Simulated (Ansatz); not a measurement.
**I on Pd(111): change of the work function**

How does one ordered layer of I (fcc site) change the work function of Pd(111), and what dipole does each adsorbate carry?

Method: plane-wave DFT, PBE, Ansatz PAW, in Ansatz 0.2.0.

**1. Set-up**

The cell holds 4 atoms: 4 Pd. Its edges and angles: a = 2.751 Å, b = 2.751 Å, c = 24.738 Å, α = 90.0°, β = 90.0°, γ = 60.0°. Vacuum lies along c.

**2. The clean slab**

The bare slab comes first, as the zero from which every change is counted. The two lowest layers are held at bulk places and the upper ones relax. The dipole correction removes the false field that a one-sided slab makes across the periodic vacuum, so each face gets a flat vacuum level of its own.

Contents of input.yaml:

```yaml
crystal:
  lattice:
    - [2.7506453788, 0.0, 0.0]
    - [1.3753226894, 2.3821287749, 0.0]
    - [0.0, 0.0, 24.7376776414]
  atoms:
    - { symbol: Pd, position: [0.0, 0.0, 0.3638174986] }
    - { symbol: Pd, position: [0.3333333333, 0.3333333333, 0.4546058329] }
    - { symbol: Pd, position: [0.6666666667, 0.6666666667, 0.5453941671] }
    - { symbol: Pd, position: [0.0, 0.0, 0.6361825014] }
kpoints:
  mp_grid: { grid: [12, 12, 1] }
hamiltonian:
  xc: pbe
scf:
  occupations: { method: fermi_dirac, width: 0.1 }
  convergence: { dr2_threshold: 1.0e-08 }
efield:
  axis: 3
  dipole_correction: true
  ramp_position: 0.97
  ramp_width: 0.06
relax:
  f_tol: 0.02
  max_steps: 60
  constraints: [{ sites: [0, 1] }]
output:
  write_potential: true
  write_density: true
  volumetric_format: npy
```

The run is started by

```bash
> ansatz run input.yaml --threads 4 --pin off --max-ram 6144MiB --backend cpu --events-out ev --progress --plain --runs-dir out
```

Output:

```text
Engine: ansatz 0.2.0, x86_64-unknown-linux-gnu
Pseudopotentials: kind: paw
Pseudopotential: Pd, paw, valence charge 18, recommended cutoff 420 eV (normal), Pd.paw.azcp
Functional definition: PBE
  parameter kappa = 0.804
  parameter beta = 0.066725
  exchange = pbe_x(kappa = kappa, mu = beta*pi^2/3)
  correlation = pbe_c(beta = beta)
Crystal: 4 atoms, lattice volume = 162.091 Å³
Basis set: ecut = 420 eV, 3173 PW (Γ), exchange–correlation on 40×40×360 points (8 copies of the dense FFT grid, shifted against one another)
Bands: 44, of which v1, the nominal top of the filled ones, is band 36 counted from 1 (35 counted from 0)
Symmetry: 6 space group operations
k-points: 19 of 144 (time reversal used)
Non-local potential: Pd, projectors of the file, l = 0: 2, l = 1: 2, l = 2: 2, l = 3: 1
PAW form: soft (Blöchl's): semilocal exchange-correlation on the pseudo side does not see the compensation charge
PAW one-centre angular grid: Pd, 590 points (default); XC on 64 Gauss nodes
Initial density: superposition of atomic densities (neutral atoms: chi_scale 0, normalization atom), corrected by the library's trained network
Initial wavefunctions: pseudopotential atomic-orbital guess
Functional: x = pbe(κ = 0.804, μ = 0.219515), c = pbe(β = 0.066725)
SCF iter   1: F=—  HF=-27890.455168 eV  |F-HF|=—  |Δ(HF+E_count)|=         —  Δρ=1.07e-2  dr2=1.28e0  ethr=1.77e-3  p=0.000 e·Å  D=2.93e-13 V/Å  ΔV_dip=-0.00 eV  dr2_dipole=3.97e-8  V_vac-E_F(+/−)=4.91/4.91 eV  ⟨swp⟩=8.8  Hψ=3801  notcnv=0  defer=5
efield: sawtooth ramp at fractional position 0.9700 (set: `efield.ramp_position`, or a place that a band, a saddle search or an elastic batch's reference lends), width 0.0600; the density the first Hamiltonian is built on has a dipole p = 0.000 e·Å; the dipole correction subtracts the counter field D = 2.93e-13 V/Å, which shifts the + side's vacuum level by -0.00 eV against the − side's; the planar-averaged density in the ramp window peaks in size at 1.0e-5 e/Å³
preconditioner: auto → LDOS  [metal: Δε(μ)=0.013 eV  Ē_g=7.392 eV  σ=0.100 eV  W_gap=0.03  n_scr=18 (ndim 8)  ℏωp=18.4 eV  f_vac=0.591  D(μ)=8.60/eV (n_scr^D=102)  β→1.0]
SCF iter   2: F=—  HF=-27890.433598 eV  |F-HF|=—  |Δ(HF+E_count)|=   2.16e-2  Δρ=7.31e-3  dr2=1.75e-1  ethr=1.77e-3  p=0.000 e·Å  D=1.46e-6 V/Å  ΔV_dip=-0.00 eV  dr2_dipole=8.39e-8  V_vac-E_F(+/−)=5.24/5.24 eV  ⟨swp⟩=2.3  Hψ=1056  notcnv=0  defer=19
SCF iter   3: F=—  HF=-27890.425877 eV  |F-HF|=—  |Δ(HF+E_count)|=   7.72e-3  Δρ=2.98e-3  dr2=1.13e-1  ethr=2.44e-4  p=-0.000 e·Å  D=-3.14e-6 V/Å  ΔV_dip=0.00 eV  dr2_dipole=6.90e-8  V_vac-E_F(+/−)=5.17/5.17 eV  ⟨swp⟩=2.2  Hψ=1106  notcnv=0  defer=23
SCF iter   4: F=—  HF=-27890.422754 eV  |F-HF|=—  |Δ(HF+E_count)|=   3.12e-3  Δρ=6.69e-4  dr2=1.33e-3  ethr=1.57e-4  p=-0.000 e·Å  D=-9.12e-6 V/Å  ΔV_dip=0.00 eV  dr2_dipole=1.19e-8  V_vac-E_F(+/−)=5.25/5.25 eV  ⟨swp⟩=1.6  Hψ=832  notcnv=0  defer=23
SCF iter   5: F=—  HF=-27890.423192 eV  |F-HF|=—  |Δ(HF+E_count)|=   4.38e-4  Δρ=1.74e-4  dr2=5.12e-5  ethr=1.85e-6  p=-0.000 e·Å  D=-1.21e-6 V/Å  ΔV_dip=0.00 eV  dr2_dipole=2.35e-10  V_vac-E_F(+/−)=5.25/5.25 eV  ⟨swp⟩=2.1  Hψ=1258  notcnv=0  defer=23
SCF iter   6: F=—  HF=-27890.423229 eV  |F-HF|=—  |Δ(HF+E_count)|=   3.69e-5  Δρ=4.92e-5  dr2=8.06e-6  ethr=7.11e-8  p=-0.000 e·Å  D=-9.68e-7 V/Å  ΔV_dip=0.00 eV  dr2_dipole=5.21e-11  V_vac-E_F(+/−)=5.24/5.24 eV  ⟨swp⟩=2.5  Hψ=1397  notcnv=0  defer=23
SCF iter   7: F=—  HF=-27890.423234 eV  |F-HF|=—  |Δ(HF+E_count)|=   4.89e-6  Δρ=1.81e-5  dr2=4.03e-7  ethr=1.12e-8  p=-0.000 e·Å  D=-6.47e-7 V/Å  ΔV_dip=0.00 eV  dr2_dipole=1.79e-12  V_vac-E_F(+/−)=5.24/5.24 eV  ⟨swp⟩=3.2  Hψ=1512  notcnv=0  defer=20
SCF iter   8: F=—  HF=-27890.423235 eV  |F-HF|=—  |Δ(HF+E_count)|=   1.67e-6  Δρ=6.07e-6  dr2=5.44e-8  ethr=5.59e-10  p=-0.000 e·Å  D=-2.94e-7 V/Å  ΔV_dip=0.00 eV  dr2_dipole=6.35e-14  V_vac-E_F(+/−)=5.24/5.24 eV  ⟨swp⟩=2.6  Hψ=1458  notcnv=0  defer=20
SCF iter   9: F=-27890.423236 eV  HF=-27890.423236 eV  |F-HF|=1.11e-8  |Δ(HF+E_count)|=   2.61e-7  Δρ=1.39e-6  dr2=5.24e-9  ethr=1.39e-11  p=-0.000 e·Å  D=-1.19e-7 V/Å  ΔV_dip=0.00 eV  dr2_dipole=8.38e-14  V_vac-E_F(+/−)=5.24/5.24 eV  ⟨swp⟩=9.9  Hψ=5854  notcnv=0
SCF 1 converged in 9 iterations: F = -27890.423236 eV  dr2 = 5.24e-9
  greatest PAW one-centre occupation: 0.999 electrons in one spin orbital (limit 2), on the Pd atom at site 3 (counted from 0), in its partial waves of l = 0
relax step   1: F+E_penalty+E_count = -27890.42323570 eV  Δ(F+E_penalty+E_count) = +0.000e0 eV  max|allowed force component| = 3.166e-1 eV/Å  Δτ_max = 0.0000 Å  (9 SCF iters, accepted)
Initial density: handed on by an earlier stage of this run
Initial wavefunctions: those handed on with the density
iter 1 solved again at ethr=2.12e-4 eV; its pass at ethr=3.10e-3 eV (dr2=1.53e-1 eV) is discarded
SCF iter   1: F=—  HF=-27890.473007 eV  |F-HF|=—  |Δ(HF+E_count)|=         —  Δρ=1.03e-2  dr2=1.69e-1  ethr=2.12e-4  p=-0.000 e·Å  D=-1.13e-6 V/Å  ΔV_dip=0.00 eV  dr2_dipole=2.24e-3  V_vac-E_F(+/−)=5.27/5.27 eV  ⟨swp⟩=1.9  Hψ=3276  notcnv=0  defer=23
efield: sawtooth ramp at fractional position 0.9700 (set: `efield.ramp_position`, or a place that a band, a saddle search or an elastic batch's reference lends), width 0.0600; the density the first Hamiltonian is built on has a dipole p = -0.000 e·Å; the dipole correction subtracts the counter field D = -1.13e-6 V/Å, which shifts the + side's vacuum level by +0.00 eV against the − side's; the planar-averaged density in the ramp window peaks in size at 5.9e-6 e/Å³
preconditioner: auto → LDOS  [metal: Δε(μ)=0.027 eV  Ē_g=7.480 eV  σ=0.100 eV  W_gap=0.07  n_scr=18 (ndim 8)  ℏωp=18.4 eV  f_vac=0.586  D(μ)=8.63/eV (n_scr^D=102)  β→1.0]
SCF iter   2: F=—  HF=-27890.485252 eV  |F-HF|=—  |Δ(HF+E_count)|=   1.22e-2  Δρ=8.04e-3  dr2=2.31e-1  ethr=2.12e-4  p=0.009 e·Å  D=1.02e-2 V/Å  ΔV_dip=-0.25 eV  dr2_dipole=2.06e-2  V_vac-E_F(+/−)=5.00/5.25 eV  ⟨swp⟩=3.1  Hψ=1628  notcnv=0  defer=23
SCF iter   3: F=—  HF=-27890.436918 eV  |F-HF|=—  |Δ(HF+E_count)|=   4.83e-2  Δρ=1.43e-3  dr2=7.38e-3  ethr=2.12e-4  p=-0.000 e·Å  D=-2.15e-5 V/Å  ΔV_dip=0.00 eV  dr2_dipole=1.42e-3  V_vac-E_F(+/−)=5.26/5.25 eV  ⟨swp⟩=2.2  Hψ=1432  notcnv=0  defer=23
SCF iter   4: F=—  HF=-27890.436361 eV  |F-HF|=—  |Δ(HF+E_count)|=   5.57e-4  Δρ=7.26e-4  dr2=1.35e-3  ethr=1.03e-5  p=-0.000 e·Å  D=-2.56e-4 V/Å  ΔV_dip=0.01 eV  dr2_dipole=1.69e-4  V_vac-E_F(+/−)=5.26/5.25 eV  ⟨swp⟩=2.6  Hψ=1517  notcnv=0  defer=23
[...]
SCF iter   9: F=—  HF=-27890.436094 eV  |F-HF|=—  |Δ(HF+E_count)|=   6.09e-6  Δρ=6.82e-6  dr2=2.01e-7  ethr=3.69e-9  p=-0.001 e·Å  D=-1.18e-3 V/Å  ΔV_dip=0.03 eV  dr2_dipole=1.62e-9  V_vac-E_F(+/−)=5.28/5.25 eV  ⟨swp⟩=1.6  Hψ=936  notcnv=0  defer=23
SCF iter  10: F=—  HF=-27890.436094 eV  |F-HF|=—  |Δ(HF+E_count)|=   1.41e-7  Δρ=2.36e-6  dr2=2.47e-8  ethr=2.80e-10  p=-0.001 e·Å  D=-1.18e-3 V/Å  ΔV_dip=0.03 eV  dr2_dipole=5.36e-10  V_vac-E_F(+/−)=5.28/5.25 eV  ⟨swp⟩=1.9  Hψ=1011  notcnv=0  defer=23
SCF iter  11: F=-27890.436094 eV  HF=-27890.436094 eV  |F-HF|=3.81e-9  |Δ(HF+E_count)|=   2.10e-8  Δρ=9.20e-7  dr2=4.40e-9  ethr=1.39e-11  p=-0.001 e·Å  D=-1.17e-3 V/Å  ΔV_dip=0.03 eV  dr2_dipole=6.12e-12  V_vac-E_F(+/−)=5.28/5.25 eV  ⟨swp⟩=9.1  Hψ=5450  notcnv=0
SCF 2 converged in 11 iterations: F = -27890.436094 eV  dr2 = 4.40e-9
  greatest PAW one-centre occupation: 0.999 electrons in one spin orbital (limit 2), on the Pd atom at site 0 (counted from 0), in its partial waves of l = 0
relax step   2: F+E_penalty+E_count = -27890.43609399 eV  Δ(F+E_penalty+E_count) = -1.286e-2 eV  max|allowed force component| = 1.195e-1 eV/Å  Δτ_max = 0.1491 Å  (11 SCF iters, accepted)
SCF iter   1: F=—  HF=-27890.441862 eV  |F-HF|=—  |Δ(HF+E_count)|=         —  Δρ=3.46e-3  dr2=5.32e-2  ethr=1.86e-4  p=-0.001 e·Å  D=-1.17e-3 V/Å  ΔV_dip=0.03 eV  dr2_dipole=1.25e-2  V_vac-E_F(+/−)=5.27/5.24 eV  ⟨swp⟩=3.7  Hψ=1882  notcnv=0  defer=23
efield: sawtooth ramp at fractional position 0.9700 (set: `efield.ramp_position`, or a place that a band, a saddle search or an elastic batch's reference lends), width 0.0600; the density the first Hamiltonian is built on has a dipole p = -0.001 e·Å; the dipole correction subtracts the counter field D = -1.17e-3 V/Å, which shifts the + side's vacuum level by +0.03 eV against the − side's; the planar-averaged density in the ramp window peaks in size at 4.1e-6 e/Å³
preconditioner: auto → LDOS  [metal: Δε(μ)=0.005 eV  Ē_g=7.445 eV  σ=0.100 eV  W_gap=0.01  n_scr=18 (ndim 8)  ℏωp=18.4 eV  f_vac=0.586  D(μ)=8.75/eV (n_scr^D=102)  β→1.0]
SCF iter   2: F=—  HF=-27890.442580 eV  |F-HF|=—  |Δ(HF+E_count)|=   7.18e-4  Δρ=2.46e-3  dr2=2.49e-2  ethr=7.39e-5  p=-0.004 e·Å  D=-4.16e-3 V/Å  ΔV_dip=0.10 eV  dr2_dipole=3.71e-3  V_vac-E_F(+/−)=5.35/5.25 eV  ⟨swp⟩=2.0  Hψ=1476  notcnv=0  defer=23
SCF iter   3: F=—  HF=-27890.438250 eV  |F-HF|=—  |Δ(HF+E_count)|=   4.33e-3  Δρ=5.40e-4  dr2=2.62e-3  ethr=3.45e-5  p=-0.001 e·Å  D=-7.90e-4 V/Å  ΔV_dip=0.02 eV  dr2_dipole=6.99e-4  V_vac-E_F(+/−)=5.27/5.25 eV  ⟨swp⟩=2.0  Hψ=1237  notcnv=0  defer=23
SCF iter   4: F=—  HF=-27890.438154 eV  |F-HF|=—  |Δ(HF+E_count)|=   9.57e-5  Δρ=2.67e-4  dr2=2.39e-4  ethr=3.64e-6  p=-0.001 e·Å  D=-8.37e-4 V/Å  ΔV_dip=0.02 eV  dr2_dipole=2.30e-5  V_vac-E_F(+/−)=5.27/5.25 eV  ⟨swp⟩=2.1  Hψ=1201  notcnv=0  defer=23
SCF iter   5: F=—  HF=-27890.438112 eV  |F-HF|=—  |Δ(HF+E_count)|=   4.21e-5  Δρ=6.91e-5  dr2=2.80e-5  ethr=3.32e-7  p=-0.001 e·Å  D=-7.61e-4 V/Å  ΔV_dip=0.02 eV  dr2_dipole=4.25e-6  V_vac-E_F(+/−)=5.27/5.25 eV  ⟨swp⟩=2.0  Hψ=1164  notcnv=0  defer=23
SCF iter   6: F=—  HF=-27890.438111 eV  |F-HF|=—  |Δ(HF+E_count)|=   1.17e-6  Δρ=3.89e-5  dr2=5.54e-6  ethr=3.89e-8  p=-0.001 e·Å  D=-7.43e-4 V/Å  ΔV_dip=0.02 eV  dr2_dipole=8.57e-8  V_vac-E_F(+/−)=5.27/5.25 eV  ⟨swp⟩=2.1  Hψ=1071  notcnv=0  defer=23
SCF iter   7: F=—  HF=-27890.438111 eV  |F-HF|=—  |Δ(HF+E_count)|=   2.82e-7  Δρ=2.05e-5  dr2=2.14e-6  ethr=7.69e-9  p=-0.001 e·Å  D=-7.64e-4 V/Å  ΔV_dip=0.02 eV  dr2_dipole=6.06e-14  V_vac-E_F(+/−)=5.27/5.25 eV  ⟨swp⟩=1.5  Hψ=905  notcnv=0  defer=23
SCF iter   8: F=—  HF=-27890.438111 eV  |F-HF|=—  |Δ(HF+E_count)|=   1.22e-7  Δρ=8.83e-6  dr2=3.84e-7  ethr=2.97e-9  p=-0.001 e·Å  D=-7.82e-4 V/Å  ΔV_dip=0.02 eV  dr2_dipole=7.54e-11  V_vac-E_F(+/−)=5.27/5.25 eV  ⟨swp⟩=1.6  Hψ=875  notcnv=0  defer=23
SCF iter   9: F=—  HF=-27890.438111 eV  |F-HF|=—  |Δ(HF+E_count)|=   1.20e-7  Δρ=2.88e-6  dr2=3.23e-8  ethr=5.34e-10  p=-0.001 e·Å  D=-7.82e-4 V/Å  ΔV_dip=0.02 eV  dr2_dipole=1.19e-10  V_vac-E_F(+/−)=5.27/5.25 eV  ⟨swp⟩=1.4  Hψ=891  notcnv=0  defer=23
SCF iter  10: F=-27890.438111 eV  HF=-27890.438111 eV  |F-HF|=9.07e-9  |Δ(HF+E_count)|=   6.30e-8  Δρ=1.12e-6  dr2=4.82e-9  ethr=1.39e-11  p=-0.001 e·Å  D=-7.77e-4 V/Å  ΔV_dip=0.02 eV  dr2_dipole=2.34e-11  V_vac-E_F(+/−)=5.27/5.25 eV  ⟨swp⟩=9.3  Hψ=5466  notcnv=0
SCF 3 converged in 10 iterations: F = -27890.438111 eV  dr2 = 4.82e-9
relax step   3: F+E_penalty+E_count = -27890.43811104 eV  Δ(F+E_penalty+E_count) = -2.017e-3 eV  max|allowed force component| = 1.002e-2 eV/Å  Δτ_max = 0.0431 Å  (10 SCF iters, accepted)
NSCF: frozen V_eff on 19 k-points
the band table was solved once a step of the walk had ended and its energy, with any forces and stress, was formed, with the checks that follow a solve (4651 applications of the Hamiltonian). They found nothing against the state; the energy, forces and stress were not computed again (output.eigenvalues in the input reference)
WARN: The input density's exchange-correlation potential varies sharply where the density is thin. Do not read a vacuum level from v_tot or v_xc, or from such a field of the output density. On a cell that repeats whose density bears no net charge and no dipole along the vacuum's axis use v_es (v_loc + v_h of the components); under efield.dipole_correction with no amplitude use v_es + v_field, which holds any external [...]
SCF converged after 10 iterations
Free energy (F): -27890.438111 eV
Harris-Foulkes:  -27890.438111 eV  (|F-HF|=9.07e-9)
Internal energy: -27890.160758 eV  (E = F + TS)
E sigma→0 (E₀):  -27890.299434 eV
Entropy (-TS):   -0.277353 eV (-69.338 meV/atom)
Fermi energy:    3.865219 eV
Dipole field:    D = -0.000784 V/Å  (p = -0.000703 e·Å, saw-weighted, corrected)
Work function:   Φ+ = 5.2682 eV   Φ− = 5.2488 eV
Levels:          The Fermi level and band energies are counted from a zero that moves with the ramp; work functions are not
--- Per-component energies (eV) ---
  E_band       = -1676.700698
  E_kinetic    = 2053.458325
  E_local      = -127765.330000  (includes V_loc(G=0)·N_el)
  E_nonlocal   = 869.748792
  E_hartree    = 62664.015471
  E_xc         = -672.789627
  E_vxc        = -843.766960  (∫ρ·V_xc dr)
  E_paw        = -15001.631603  (= ΣΔE_a)
  E_vpaw       = -1318.850886  (= ΣTr[D̂ρ^β])
  E_aug_tail   = 0.000881  (compensation charges beyond the density's cutoff)
  E_efield     = 0.000000  (sawtooth field / dipole correction)
  E_vefield    = 0.002175  (∫n·V_field dr)
  E_ewald      = 49962.367003
  E_smearing   = -0.277353  (= −TS)
  E_closure    = 0.000000  (closes the sum)
  Σ components = -27890.438111   (vs F -27890.438111, Δ=0.00e0)
--- Forces (eV/Å), atoms counted from 1 ---
  atom   1  Pd    -0.00000000    -0.00000000    -0.31322265
  atom   2  Pd     0.00000000    -0.00000000     0.30972269
  atom   3  Pd    -0.00000000     0.00000000    -0.00649879
  atom   4  Pd    -0.00000000     0.00000000     0.01001686
  max |Σ_I F_I| component: 1.81e-5 eV/Å
--- Band table (eV; the first three rows and the last of 19) ---
  k-point 0: bands = [... 32 lower, 2.6989, 2.9476, 2.9476, 3.4679, 3.4679, 3.7710, 3.7710, 4.2819, ... 4 higher]
  k-point 1: bands = [... 32 lower, 2.6192, 2.9508, 2.9602, 3.1225, 3.4642, 3.5262, 3.7785, 4.8762, ... 4 higher]
  k-point 2: bands = [... 32 lower, 2.5130, 2.5291, 2.9094, 2.9320, 3.4494, 3.7948, 4.0102, 5.8227, ... 4 higher]
  k-point 18: bands = [... 32 lower, 3.3435, 3.5770, 3.6104, 3.6222, 10.1875, 10.3728, 10.3815, 11.0947, ... 4 higher]
--- Relaxed structure (3 steps of the walk, 3 accepted, 0 SCFs on fresh bases) ---
  F+E_penalty+E_count = -27890.43811104 eV   max|allowed force component| = 1.002e-2 eV/Å
  atoms:
    - { symbol: Pd, position: [0.0, 0.0, 0.3638174986] }
    - { symbol: Pd, position: [0.333333, 0.333333, 0.454606] }
    - { symbol: Pd, position: [0.666667, 0.666667, 0.547339] }
    - { symbol: Pd, position: [0, 0, 0.640465] }
```

Run time: 6.6 s. Hardware: 4 threads of Intel Xeon Platinum 8488C (Sapphire Rapids), shared host; peak memory 0.56 GiB.

Step by step:

| step | energy less that of the first step (eV) | largest force component (eV/Å) |
| --- | --- | --- |
| 1 | 0.0000 | 0.3166 |
| 2 | -0.0129 | 0.1195 |
| 3 | -0.0149 | 0.0100 |

Forces are held to the 6 operations that the program found; a distortion that breaks them can't arise in this run.

The atoms that moved most (Å):

| atom | dx | dy | dz | length |
| --- | --- | --- | --- | --- |
| Pd4 | 0.000 | 0.000 | 0.106 | 0.106 |
| Pd3 | 0.000 | 0.000 | 0.048 | 0.048 |

The relaxed structure:

```xyz
4
Lattice="2.7506 0.0000 0.0000 1.3753 2.3821 0.0000 0.0000 0.0000 24.7377" Properties=species:S:1:pos:R:3
Pd    0.0000    0.0000    9.0000
Pd    1.3753    0.7940   11.2459
Pd    2.7506    1.5881   13.5399
Pd    0.0000    0.0000   15.8436
```

This step gave:

```yaml
energy_at_zero_smearing: -27890.2994 eV
work_function_upper_face: 5.268 eV
dipole_along_the_normal: -7.03e-4 e·Å
```

Running mean over 2.246 Å of the planar mean; the ramp of the sawtooth is left out. The electron's electrostatic potential energy less the Fermi level by z:

z (Å), electron's electrostatic potential energy less the Fermi level (eV) and a bar from the least value:
```
      3.5       5.25 ##############################
      4.0       5.25 ##############################
      4.5       5.25 ##############################
      5.0       5.25 ##############################
      5.5       5.23 ##############################
      6.0       5.19 ##############################
      6.5       5.04 #############################
      7.0       4.40 ############################
      7.5       1.79 ######################
      8.0      -3.11 ############
      8.5      -7.03 ###
      9.0      -8.25 #
      9.5      -8.43 
     10.0      -8.48 
     10.5      -8.52 
     11.0      -8.56 
     11.5      -8.51 
     12.0      -8.24 #
     12.5      -8.12 #
     13.0      -8.35 
     13.5      -8.50 
     14.0      -8.28 #
     14.5      -7.92 #
     15.0      -7.94 #
     15.5      -8.20 #
     16.0      -8.01 #
     16.5      -6.08 #####
     17.0      -1.45 ###############
     17.5       2.94 #########################
     18.0       4.73 #############################
     18.5       5.13 ##############################
     19.0       5.23 ##############################
     19.5       5.26 ##############################
     20.0       5.27 ##############################
     20.5       5.27 ##############################
     21.0       5.27 ##############################
     21.5       5.27 ##############################
```

The relaxation took 3 steps and lowered the energy by 0.015 eV; the largest force on the free atoms ends at 0.010 eV/Å.

The work function of the upper face is 5.27 eV.

[end of part 1 of 2]

[Long decimals in the printed logs are rounded to 6 places.]

[Logs are printed without paths, hosts, clocks, repeated set-up lines and the standing remarks that a program may print on its own settings, such as how far it seeks lower states.]

[Hosts, paths, dates, database ids (printed as entryN), source tags and the programs' standing remarks are cut or masked in the printed files.]

[Maps of the electrostatic potential energy from Ansatz leave out the sawtooth potential of an applied field or a dipole correction, so their vacuum need not be flat; planar profiles and work functions include it.]
